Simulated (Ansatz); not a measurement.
# Free carriers and the phonons of ZnO (zincite, P6_3mc)

Aim: how far do free carriers move the optical modes of ZnO (zincite, P6_3mc)?

Main program and level: Ansatz 0.2.0; DFT LDA, scalar-relativistic, plane waves, PAW; PAW set soft_1.

**1. Starting point**

The structure is hexagonal, space group P6_3mc (No. 186). The conventional cell has a = 3.249 Å, b = 3.249 Å, c = 5.206 Å, α = 90.00°, β = 90.00°, γ = 120.00°. Nearest to O lie 4 Zn at 1.97 to 1.98 Å. Zn has 4 O at 1.97 to 1.98 Å nearest. Farther neighbours and most contacts between anions are not listed.

**2. Relaxation**

The cell and atoms are relaxed, since residual forces and stress would shift the frequencies.

File input.yaml:

```yaml
crystal:
  lattice:
    - [3.249308, 0.0, 0.0]
    - [-1.624654, 2.8139832727, 0.0]
    - [0.0, 0.0, 5.205709]
  atoms:
    - { symbol: O, position: [0.66666667, 0.33333333, 0.37901] }
    - { symbol: O, position: [0.33333333, 0.66666667, 0.87901] }
    - { symbol: Zn, position: [0.33333333, 0.66666667, 0.5] }
    - { symbol: Zn, position: [0.66666667, 0.33333333, 0.0] }
kpoints:
  mp_grid: { grid: [9, 9, 6] }
hamiltonian:
  xc: lda
  pseudopotentials: { kind: paw, azcp: { folder: soft_1 }, xc_functional: pbe }
scf:
  occupations: { method: gaussian, width: 0.02 }
output:
  forces: true
  stress: true
  eigenvalues: true
  write_density: true
  write_potential: true
  elf: true
  volumetric_format: npy
relax:
  adjacent_minimum: "off"
  f_tol: 0.005
  max_steps: 80
  cell: { stress_tol: 0.05 }
```

Started as:

```bash
$ ansatz run input.yaml --threads 4 --pin off --max-ram 16384MiB --backend cpu --events-out ev --progress --plain --runs-dir out
```

Numbers of over 12 decimals in the logs are rounded to 6 here.

Log:

```text
Engine: ansatz 0.2.0, aarch64-unknown-linux-gnu
Pseudopotentials: kind: paw
Pseudopotential: O, paw, valence charge 6, recommended cutoff 420 eV (normal), soft_1/O.paw.azcp
Pseudopotential: Zn, paw, valence charge 12, recommended cutoff 420 eV (normal), soft_1/Zn.paw.azcp
Functional definition: SPW92
  exchange = slater_x
  correlation = pw_c
Crystal: 4 atoms, lattice volume = 47.598 Å³
Basis set: ecut = 420 eV, 941 PW (Γ)
Bands: 22, of which v1, the nominal top of the filled ones, is band 18 counted from 1 (17 counted from 0)
Symmetry: 12 space group operations
Space group: P63mc (ITA 186), of the structure as read, at distance tolerance 3.6e-5 Å
k-points: 48 of 486 (time reversal used)
Non-local potential: O, projectors of the file, l = 0: 2, l = 1: 2, l = 2: 1
Non-local potential: Zn, projectors of the file, l = 0: 2, l = 1: 2, l = 2: 3, l = 3: 1
PAW form: soft (Blöchl's): semilocal exchange-correlation on the pseudo side does not see the compensation charge
PAW frozen core: O, regenerated for the run's functional, and the local potential with it (the file was generated under x = pbe(κ = 0.804, μ = 0.219515), c = pbe(β = 0.066725))
PAW frozen core: Zn, regenerated for the run's functional, and the local potential with it (the file was generated under x = pbe(κ = 0.804, μ = 0.219515), c = pbe(β = 0.066725))
PAW one-centre angular grid: O, 110 points (default); XC on 64 Gauss nodes
PAW one-centre angular grid: Zn, 590 points (default); XC on 64 Gauss nodes
Initial density: superposition of atomic densities (chi_scale 0.1, normalization cell, long waves kept (reshape's long-wave potential 0.00 eV rms))
Initial wavefunctions: pseudopotential atomic-orbital guess
Functional: x = slater, c = lda
SCF iter   1: F=—  HF=-7604.883740 eV  |F-HF|=—  |Δ(HF+E_count)|=         —  Δρ=1.09e-1  dr2=3.07e0  ethr=3.10e-3  ⟨swp⟩=6.1  Hψ=5383  notcnv=0
preconditioner: auto → Resta (q_TF=auto, 2.604 Å⁻¹)  ε∞=6.5  [insulator: Δε(μ)=1.122 eV  Ē_g=13.797 eV  σ=0.020 eV  W_gap=1.00  n_scr=22 (ndim 8)  ℏωp=32.3 eV  f_vac=0.000  D(μ)=0.00/eV (n_scr^D=0)  ε∞_Penn≈6.5]
SCF iter   2: F=—  HF=-7604.017565 eV  |F-HF|=—  |Δ(HF+E_count)|=   8.66e-1  Δρ=2.23e-2  dr2=1.71e-1  ethr=3.10e-3  ⟨swp⟩=2.5  Hψ=2431  notcnv=0
SCF iter   3: F=—  HF=-7603.909531 eV  |F-HF|=—  |Δ(HF+E_count)|=   1.08e-1  Δρ=1.64e-2  dr2=1.14e-1  ethr=4.76e-4  ⟨swp⟩=2.0  Hψ=2400  notcnv=0
SCF iter   4: F=—  HF=-7603.896631 eV  |F-HF|=—  |Δ(HF+E_count)|=   1.29e-2  Δρ=6.98e-3  dr2=1.47e-2  ethr=3.17e-4  ⟨swp⟩=2.1  Hψ=2024  notcnv=0
SCF iter   5: F=—  HF=-7603.902089 eV  |F-HF|=—  |Δ(HF+E_count)|=   5.46e-3  Δρ=1.75e-3  dr2=1.90e-3  ethr=4.07e-5  ⟨swp⟩=2.1  Hψ=2260  notcnv=0
SCF iter   6: F=—  HF=-7603.901847 eV  |F-HF|=—  |Δ(HF+E_count)|=   2.42e-4  Δρ=6.90e-4  dr2=1.60e-4  ethr=5.29e-6  ⟨swp⟩=2.8  Hψ=1957  notcnv=0
SCF iter   7: F=—  HF=-7603.901884 eV  |F-HF|=—  |Δ(HF+E_count)|=   3.76e-5  Δρ=1.57e-4  dr2=5.72e-6  ethr=4.43e-7  ⟨swp⟩=2.4  Hψ=1844  notcnv=0
SCF iter   8: F=—  HF=-7603.901885 eV  |F-HF|=—  |Δ(HF+E_count)|=   1.31e-6  Δρ=1.89e-5  dr2=1.84e-7  ethr=1.59e-8  ⟨swp⟩=2.0  Hψ=1780  notcnv=0
SCF iter   9: F=-7603.901886 eV  HF=-7603.901886 eV  |F-HF|=6.09e-11  |Δ(HF+E_count)|=   4.28e-8  Δρ=2.95e-6  dr2=4.83e-9  ethr=2.78e-10  ⟨swp⟩=9.0  Hψ=7363  notcnv=0
SCF 1 converged in 9 iterations: F = -7603.901886 eV  dr2 = 4.83e-9
  greatest PAW one-centre occupation: 0.988 electrons in one spin orbital (limit 2), on the Zn atom at site 3 (counted from 0), in its partial waves of l = 2
relax step   1: F+E_penalty+E_count = -7603.90188553 eV  Δ(F+E_penalty+E_count) = +0.000e0 eV  max|allowed force component| = 5.162e-2 eV/Å  Δτ_max = 0.0000 Å  P = -7.043 GPa  Ω = 47.598 Å³  (9 SCF iters, dr2 threshold 1.00e-7 eV, accepted)
Crystal: 4 atoms, lattice volume = 46.412 Å³
Initial density: handed on by an earlier stage of this run
Initial wavefunctions: those handed on with the density
iter 1 solved again at ethr=8.46e-6 eV; its pass at ethr=3.10e-3 eV (dr2=3.05e-3 eV) is discarded
SCF iter   1: F=—  HF=-7603.947098 eV  |F-HF|=—  |Δ(HF+E_count)|=         —  Δρ=2.87e-3  dr2=2.95e-3  ethr=8.46e-6  ⟨swp⟩=2.1  Hψ=6618  notcnv=0
preconditioner: auto → Resta (q_TF=auto, 2.615 Å⁻¹)  ε∞=7.6  [insulator: Δε(μ)=0.794 eV  Ē_g=12.755 eV  σ=0.020 eV  W_gap=1.00  n_scr=22 (ndim 8)  ℏωp=32.7 eV  f_vac=0.027  D(μ)=0.00/eV (n_scr^D=0)  ε∞_Penn≈7.6]
SCF iter   2: F=—  HF=-7603.946347 eV  |F-HF|=—  |Δ(HF+E_count)|=   7.52e-4  Δρ=7.40e-4  dr2=2.48e-4  ethr=8.18e-6  ⟨swp⟩=2.0  Hψ=1999  notcnv=0
SCF iter   3: F=—  HF=-7603.946275 eV  |F-HF|=—  |Δ(HF+E_count)|=   7.14e-5  Δρ=4.66e-4  dr2=1.27e-4  ethr=6.89e-7  ⟨swp⟩=2.0  Hψ=1692  notcnv=0
SCF iter   4: F=—  HF=-7603.946253 eV  |F-HF|=—  |Δ(HF+E_count)|=   2.25e-5  Δρ=3.64e-4  dr2=3.03e-5  ethr=3.53e-7  ⟨swp⟩=2.1  Hψ=1807  notcnv=0
SCF iter   5: F=—  HF=-7603.946247 eV  |F-HF|=—  |Δ(HF+E_count)|=   6.02e-6  Δρ=1.08e-4  dr2=3.13e-6  ethr=8.42e-8  ⟨swp⟩=2.0  Hψ=1809  notcnv=0
SCF iter   6: F=-7603.946248 eV  HF=-7603.946248 eV  |F-HF|=8.18e-8  |Δ(HF+E_count)|=   1.18e-6  Δρ=1.70e-5  dr2=8.74e-8  ethr=1.11e-9  ⟨swp⟩=8.0  Hψ=8283  notcnv=0
SCF 2 converged in 6 iterations: F = -7603.946248 eV  dr2 = 8.74e-8
relax step   2: F+E_penalty+E_count = -7603.94624796 eV  Δ(F+E_penalty+E_count) = -4.436e-2 eV  max|allowed force component| = 3.854e-2 eV/Å  Δτ_max = 0.0007 Å  P = -3.473 GPa  Ω = 46.412 Å³  energy of the carried Pulay correction = +4.243e-3 eV  (6 SCF iters, dr2 threshold 4.00e-7 eV, accepted)
Crystal: 4 atoms, lattice volume = 45.306 Å³
Basis set: ecut = 420 eV, 881 PW (Γ)
iter 1 solved again at ethr=8.24e-6 eV; its pass at ethr=3.10e-3 eV (dr2=2.97e-3 eV) is discarded
SCF iter   1: F=—  HF=-7603.962850 eV  |F-HF|=—  |Δ(HF+E_count)|=         —  Δρ=2.88e-3  dr2=2.88e-3  ethr=8.24e-6  ⟨swp⟩=2.1  Hψ=6676  notcnv=0
preconditioner: auto → Resta (q_TF=auto, 2.626 Å⁻¹)  ε∞=7.6  [insulator: Δε(μ)=0.824 eV  Ē_g=12.931 eV  σ=0.020 eV  W_gap=1.00  n_scr=22 (ndim 8)  ℏωp=33.1 eV  f_vac=0.022  D(μ)=0.00/eV (n_scr^D=0)  ε∞_Penn≈7.6]
SCF iter   2: F=—  HF=-7603.962108 eV  |F-HF|=—  |Δ(HF+E_count)|=   7.42e-4  Δρ=7.28e-4  dr2=2.29e-4  ethr=8.00e-6  ⟨swp⟩=2.0  Hψ=1985  notcnv=0
SCF iter   3: F=—  HF=-7603.962044 eV  |F-HF|=—  |Δ(HF+E_count)|=   6.46e-5  Δρ=4.59e-4  dr2=1.16e-4  ethr=6.35e-7  ⟨swp⟩=2.0  Hψ=1702  notcnv=0
SCF iter   4: F=—  HF=-7603.962024 eV  |F-HF|=—  |Δ(HF+E_count)|=   1.96e-5  Δρ=3.60e-4  dr2=2.86e-5  ethr=3.22e-7  ⟨swp⟩=2.0  Hψ=1798  notcnv=0
SCF iter   5: F=—  HF=-7603.962018 eV  |F-HF|=—  |Δ(HF+E_count)|=   6.53e-6  Δρ=1.04e-4  dr2=2.83e-6  ethr=7.96e-8  ⟨swp⟩=2.0  Hψ=1810  notcnv=0
SCF iter   6: F=-7603.962019 eV  HF=-7603.962019 eV  |F-HF|=7.25e-8  |Δ(HF+E_count)|=   1.14e-6  Δρ=1.67e-5  dr2=7.41e-8  ethr=1.11e-9  ⟨swp⟩=8.1  Hψ=8357  notcnv=0
SCF 3 converged in 6 iterations: F = -7603.962019 eV  dr2 = 7.41e-8
relax step   3: F+E_penalty+E_count = -7603.96201871 eV  Δ(F+E_penalty+E_count) = -1.577e-2 eV  max|allowed force component| = 8.615e-4 eV/Å  Δτ_max = 0.0007 Å  P = +0.315 GPa  Ω = 45.306 Å³  energy of the carried Pulay correction = +8.293e-3 eV  (6 SCF iters, dr2 threshold 4.00e-7 eV, accepted)
[...]
relax step   4: F+E_penalty+E_count = -7603.96178457 eV  Δ(F+E_penalty+E_count) = +2.341e-4 eV  max|allowed force component| = 4.838e-4 eV/Å  Δτ_max = 0.0000 Å  P = +0.003 GPa  Ω = 45.392 Å³  energy of the carried Pulay correction = +7.975e-3 eV  (4 SCF iters, dr2 threshold 2.65e-7 eV, accepted)
[...]
relax step   5: F+E_penalty+E_count = -7603.95525011 eV  Δ(F+E_penalty+E_count) = +6.534e-3 eV  max|allowed force component| = 6.843e-4 eV/Å  Δτ_max = 0.0000 Å  P = -0.209 GPa  Ω = 45.392 Å³  stress off target by 2.25e-1 GPa  SCF on the basis re-selected at this cell (its energy is not comparable with the rows above)  (7 SCF iters)
[...]
relax step   6: F+E_penalty+E_count = -7603.95549835 eV  Δ(F+E_penalty+E_count) = -2.482e-4 eV  max|allowed force component| = 3.586e-4 eV/Å  Δτ_max = 0.0001 Å  P = -0.002 GPa  Ω = 45.334 Å³  energy of the carried Pulay correction = +2.095e-4 eV  (4 SCF iters, dr2 threshold 1.26e-7 eV, accepted)
iter 1 solved again at ethr=3.61e-7 eV; its pass at ethr=3.10e-3 eV (dr2=1.30e-4 eV) is discarded
SCF iter   1: F=—  HF=-7603.955353 eV  |F-HF|=—  |Δ(HF+E_count)|=         —  Δρ=2.41e-5  dr2=1.33e-7  ethr=3.61e-7  ⟨swp⟩=3.1  Hψ=8403  notcnv=0
eigensolver tolerance schedule: the retry pair's looser diagonalisation over-reported the residual by 980.30 of it (diagonalisation noise at 0.13 of the residual, at the tolerance the schedule requests for it); recorded, not acted on — ethr = c·dr2/N_el stays at c = 1.0e-1
preconditioner: auto → Resta (q_TF=auto, 2.625 Å⁻¹)  ε∞=7.6  [insulator: Δε(μ)=0.794 eV  Ē_g=12.905 eV  σ=0.020 eV  W_gap=1.00  n_scr=22 (ndim 8)  ℏωp=33.1 eV  f_vac=0.025  D(μ)=0.00/eV (n_scr^D=0)  ε∞_Penn≈7.6]
SCF iter   2: F=—  HF=-7603.955352 eV  |F-HF|=—  |Δ(HF+E_count)|=   7.16e-7  Δρ=9.24e-6  dr2=2.10e-8  ethr=3.68e-10  ⟨swp⟩=2.9  Hψ=2191  notcnv=0
SCF iter   3: F=—  HF=-7603.955352 eV  |F-HF|=—  |Δ(HF+E_count)|=   3.16e-9  Δρ=6.41e-6  dr2=8.84e-9  ethr=5.83e-11  ⟨swp⟩=2.0  Hψ=1775  notcnv=0
SCF iter   4: F=—  HF=-7603.955352 eV  |F-HF|=—  |Δ(HF+E_count)|=   1.28e-9  Δρ=2.62e-6  dr2=2.59e-9  ethr=2.46e-11  ⟨swp⟩=1.7  Hψ=1515  notcnv=0
SCF iter   5: F=—  HF=-7603.955352 eV  |F-HF|=—  |Δ(HF+E_count)|=  1.44e-10  Δρ=1.25e-6  dr2=6.25e-10  ethr=7.21e-12  ⟨swp⟩=1.0  Hψ=1056  notcnv=0
SCF iter   6: F=-7603.955352 eV  HF=-7603.955352 eV  |F-HF|=1.18e-11  |Δ(HF+E_count)|=  6.73e-11  Δρ=2.76e-7  dr2=2.60e-11  ethr=1.00e-12  ⟨swp⟩=5.0  Hψ=6075  notcnv=0
SCF 7 converged in 6 iterations: F = -7603.955352 eV  dr2 = 2.60e-11
relax step   7: F+E_penalty+E_count = -7603.95535228 eV  Δ(F+E_penalty+E_count) = +1.461e-4 eV  max|allowed force component| = 3.470e-4 eV/Å  Δτ_max = 0.0000 Å  P = -0.005 GPa  Ω = 45.334 Å³  stress off target by 9.08e-3 GPa  SCF on the basis re-selected at this cell (its energy is not comparable with the rows above)  (6 SCF iters)
basis re-selected at this cell: Δ(F+E_penalty+E_count) = +1.461e-4 eV, ΔP = -0.003 GPa vs the last step (what re-selecting the basis moved, of the pressure what is left beyond the Pulay correction that the steps carried, after the strain that the cell walked since its last selection, with what the two solves' SCF thresholds leave and, on support functions, any second-order correction that the steps lacked; it is no m [...]
SCF converged after 6 iterations
Free energy (F): -7603.955352 eV
Harris-Foulkes:  -7603.955352 eV  (|F-HF|=1.18e-11)
Internal energy: -7603.955352 eV  (E = F + TS)
E sigma→0 (E₀):  -7603.955352 eV
Fermi energy:    7.884119 eV
--- Per-component energies (eV) ---
  E_band       = 67.938722
  E_kinetic    = 631.685121
  E_local      = -4370.357966  (includes V_loc(G=0)·N_el)
  E_nonlocal   = 1763.223662
  E_hartree    = 1633.789934
  E_xc         = -295.641703
  E_vxc        = -283.482468  (∫ρ·V_xc dr)
  E_paw        = -3958.608711  (= ΣΔE_a)
  E_vpaw       = -940.710511  (= ΣTr[D̂ρ^β])
  E_aug_tail   = 0.001150  (compensation charges beyond the density's cutoff)
  E_ewald      = -3011.354969
  E_core_change = 3.308130  (= ΣΔE_core)
  E_smearing   = -0.000000  (= −TS)
  E_closure    = -0.000000  (closes the sum)
  Σ components = -7603.955352   (vs F -7603.955352, Δ=0.00e0)
--- Forces (eV/Å), atoms counted from 1 ---
  atom   1  O     -0.00000000    -0.00000000    -0.00035008
  atom   2  O      0.00000000     0.00000000    -0.00035008
  atom   3  Zn    -0.00000000    -0.00000000     0.00034385
  atom   4  Zn    -0.00000000     0.00000000     0.00034385
  max |Σ_I F_I| component: 1.25e-5 eV/Å
--- Stress (GPa, compression-positive) ---
       -0.009081       0.000000      -0.000000
        0.000000      -0.009081      -0.000000
       -0.000000      -0.000000       0.002623
  P = ⅓ Tr σ = -0.0052 GPa (-0.052 kbar)
--- Band table (eV; the first three rows and the last of 48) ---
  k-point 0: bands = [... 14 lower, 6.6272, 7.3796, 7.4870, 7.4870, 8.2809, 12.7707, 15.6760, 20.4732]
  k-point 1: bands = [... 14 lower, 6.6852, 6.8177, 7.4305, 7.4305, 8.9280, 12.5255, 15.8905, 20.4764]
  k-point 2: bands = [... 14 lower, 6.8443, 6.8443, 7.2747, 7.2747, 9.9392, 11.8745, 16.5114, 18.9490]
  k-point 47: bands = [... 14 lower, 4.6038, 4.6038, 6.1142, 6.1142, 15.4053, 15.4053, 15.5625, 15.5625]
--- Relaxed structure (5 steps of the walk, 5 accepted, 2 SCFs on fresh bases) ---
  F+E_penalty+E_count = -7603.95535228 eV   max|allowed force component| = 3.470e-4 eV/Å   (the final SCF, on the basis selected at the relaxed cell)
  cell:  # Å, volume = 45.3345 Å³
    - [3.187455, 0, 0]
    - [-1.593727, 2.760417, -1.5243648010024165e-18]
    - [0, -2.8199881786146208e-18, 5.152403]
  atoms:
    - { symbol: O, position: [0.666667, 0.333333, 0.378738] }
    - { symbol: O, position: [0.333333, 0.666667, 0.878738] }
    - { symbol: Zn, position: [0.333333, 0.666667, 0.500272] }
    - { symbol: Zn, position: [0.666667, 0.333333, 0.000272441] }
```

Run time: 14 s. Hardware: 4 threads of Arm Neoverse V1, shared host; peak memory 0.4 GiB; 52 s of CPU time.

Relaxation path:

```csv
step,energy less that of the first step (eV),largest force component (eV/Å),pressure (GPa),volume (Å³)
1,0.0000,0.0516,-7.04,47.60
2,-0.0444,0.0385,-3.47,46.41
3,-0.0601,0.0009,0.31,45.31
4,-0.0599,0.0005,0.00,45.39
5*,-0.0534,0.0007,-0.21,45.39
6,-0.0536,0.0004,0.00,45.33
7*,-0.0535,0.0003,-0.01,45.33
```

Relaxation steps marked * repeat the geometry before them on a plane-wave basis chosen anew for their cell, so energy and pressure can jump there.

Forces are held to the 12 operations that the run works with; a distortion that breaks them can't arise in this run.

```csv
"conventional cell, symmetrised",before,after,change
a (Å),3.249,3.187,-1.9 %
b (Å),3.249,3.187,-1.9 %
c (Å),5.206,5.152,-1.0 %
volume (Å³/atom),11.90,11.33,-4.8 %
```

Final coordinates:

```xyz
4
Lattice="3.1875 0.0000 0.0000 -1.5937 2.7604 0.0000 0.0000 0.0000 5.1524" Properties=species:S:1:pos:R:3 pbc="T T T"
O     1.5937    0.9201    1.9514
O     0.0000    1.8403    4.5276
Zn    0.0000    1.8403    2.5776
Zn    1.5937    0.9201    0.0014
```

This step gave:

```yaml
pressure: -0.005180 GPa
gap_on_the_k_mesh: 0.7939 eV
volume_per_atom: 11.33 Å³
```

ELF in the ac plane at fractional y = 0.333, with atoms of O and Zn within 0.2 Å of it. It is the smooth field of the valence electrons, not physical close to the nuclei.

Values, 22 rows by 16 columns, each cell a mean:
```
0.18 0.34 0.48 0.49 0.41 0.25 0.16 0.12 0.05 0.01 0.00 0.00 0.00 0.03 0.10 0.14
0.24 0.45 0.56 0.57 0.50 0.33 0.18 0.14 0.10 0.05 0.03 0.02 0.04 0.08 0.13 0.15
0.31 0.50 0.58 0.59 0.53 0.39 0.22 0.15 0.14 0.13 0.11 0.11 0.12 0.14 0.14 0.16
0.32 0.46 0.53 0.54 0.49 0.38 0.24 0.15 0.13 0.15 0.17 0.17 0.16 0.14 0.12 0.18
0.26 0.36 0.42 0.43 0.39 0.30 0.20 0.13 0.11 0.12 0.13 0.13 0.12 0.11 0.11 0.16
0.15 0.21 0.25 0.25 0.23 0.18 0.12 0.08 0.07 0.06 0.06 0.06 0.06 0.06 0.07 0.10
0.10 0.12 0.13 0.14 0.13 0.10 0.08 0.06 0.05 0.04 0.04 0.04 0.04 0.04 0.05 0.07
0.10 0.12 0.13 0.13 0.12 0.10 0.09 0.08 0.08 0.09 0.11 0.11 0.10 0.08 0.08 0.08
0.12 0.14 0.16 0.16 0.15 0.12 0.11 0.14 0.20 0.27 0.32 0.33 0.30 0.23 0.15 0.11
0.13 0.15 0.17 0.17 0.16 0.14 0.15 0.26 0.43 0.56 0.61 0.62 0.58 0.49 0.31 0.16
0.14 0.15 0.16 0.16 0.15 0.14 0.21 0.43 0.66 0.76 0.78 0.78 0.77 0.72 0.53 0.25
0.18 0.14 0.14 0.15 0.14 0.16 0.33 0.63 0.80 0.79 0.73 0.71 0.77 0.81 0.73 0.43
0.24 0.13 0.13 0.13 0.13 0.20 0.45 0.73 0.81 0.71 0.50 0.46 0.65 0.79 0.80 0.57
0.31 0.14 0.11 0.11 0.13 0.24 0.52 0.76 0.80 0.67 0.42 0.37 0.60 0.78 0.80 0.63
0.32 0.14 0.09 0.09 0.12 0.25 0.51 0.73 0.80 0.75 0.63 0.61 0.72 0.79 0.77 0.60
0.26 0.11 0.07 0.06 0.09 0.20 0.41 0.63 0.76 0.81 0.81 0.80 0.81 0.78 0.68 0.49
0.15 0.07 0.04 0.04 0.06 0.12 0.24 0.39 0.52 0.61 0.66 0.66 0.63 0.55 0.44 0.29
0.10 0.06 0.04 0.03 0.05 0.08 0.13 0.16 0.19 0.22 0.23 0.23 0.22 0.20 0.17 0.14
0.10 0.07 0.05 0.05 0.07 0.09 0.12 0.14 0.14 0.12 0.10 0.10 0.11 0.13 0.14 0.12
0.12 0.10 0.10 0.10 0.11 0.11 0.14 0.15 0.11 0.06 0.03 0.03 0.05 0.09 0.14 0.15
0.13 0.15 0.19 0.20 0.17 0.14 0.15 0.13 0.06 0.01 0.00 0.00 0.01 0.04 0.11 0.15
0.14 0.22 0.32 0.34 0.27 0.17 0.15 0.11 0.04 0.00 0.00 0.00 0.00 0.02 0.09 0.14
```
Columns run along a (3.2 Å), rows up along c (5.2 Å). Atoms in or near the plane, at fractional coordinates: O at (0.67, 0.38), Zn at (0.67, 0.00).

Valence density in the ac plane at fractional y = 0.333, with atoms of O and Zn within 0.2 Å of it. It is the smooth field of the valence electrons, not physical close to the nuclei.

Ten steps, logarithmic in the rise over the least value, from '0' (0 e/Å³) to '9' (40 e/Å³):
```
1111111246897521
1111111134665321
1111111122333211
0111110011111110
0011100000110000
0000000000000000
0000000000000000
0000000000000000
0000000000000000
0000000000000000
0001000000000000
0111100011111110
1111111122332211
1111111234444321
1111111235665421
1000011245666431
0000001245665421
0000001234554321
0000000123333210
0000000112222110
0000000011111100
0000000011221100
0000000122333210
0000000134665321
0000001246897521
1000001247998531
```
Columns run along a (3.2 Å), rows up along c (5.2 Å). Atoms in or near the plane, at fractional coordinates: O at (0.67, 0.38), Zn at (0.67, 0.00).

Electrostatic potential energy in the ac plane at fractional y = 0.333, with atoms of O and Zn within 0.2 Å of it. With pseudopotentials it is smooth inside the atoms' cores, unlike the true potential.

Ten even steps from '_' (-52 eV) to '@' (12 eV):
```
@@@@@@@@@@@@%%++::________..==##
@@@@@@@@@@@@%%**--..____..--++%%
@@@@@@@@@@@@@@%%++==--::--++##@@
@@@@@@@@@@@@@@@@%%****++**##@@@@
@@@@@@@@@@@@@@@@@@@@%%%%%%@@@@@@
@@@@@@@@@@@@@@@@@@@@@@@@@@@@@@@@
@@@@@@@@@@@@@@@@@@@@@@@@@@@@@@@@
@@@@@@@@@@@@@@@@@@@@@@@@@@@@@@@@
@@@@@@@@@@@@@@@@@@@@@@@@@@@@@@@@
@@@@@@@@@@@@@@@@@@@@@@@@@@@@@@@@
@@@@%%%%%%@@@@@@@@@@@@@@@@@@@@@@
@@%%%%##%%%%@@@@@@@@@@@@@@@@@@@@
@@%%####%%%%@@@@@@%%****##@@@@@@
@@%%%%##%%%%@@@@##==----==**@@@@
@@@@%%%%%%@@@@%%++--::::--==##@@
@@@@@@@@@@@@@@%%==--....::==##@@
@@@@@@@@@@@@@@%%++--::..--==##@@
@@@@@@@@@@@@@@@@**==------++%%@@
@@@@@@@@@@@@@@@@@@**++++**%%@@@@
@@@@@@@@@@@@@@@@@@@@%%%%@@@@@@@@
@@@@@@@@@@@@@@@@@@@@%%%%%%@@@@@@
@@@@@@@@@@@@@@@@%%****++**##@@@@
@@@@@@@@@@@@@@%%++==--::--++##@@
@@@@@@@@@@@@%%**--..____..--++%%
@@@@@@@@@@@@%%++::________..==##
@@@@@@@@@@@@##==..__________--**
```
Columns run along a (3.2 Å; values clipped at the 3rd and 97th percentile), rows up along c (5.2 Å). Atoms in or near the plane, at fractional coordinates: O at (0.67, 0.38), Zn at (0.67, 0.00).

In this step the volume went from 11.90 to 11.33 Å³/atom.

[end of part 1 of 2]

[Logs are printed without paths, hosts, clocks, repeated set-up lines and the standing remarks that a program may print on its own settings, such as how far it seeks lower states.]

[Hosts, paths, dates, database ids (printed as entryN), source tags and the programs' standing remarks are cut or masked in the printed files.]
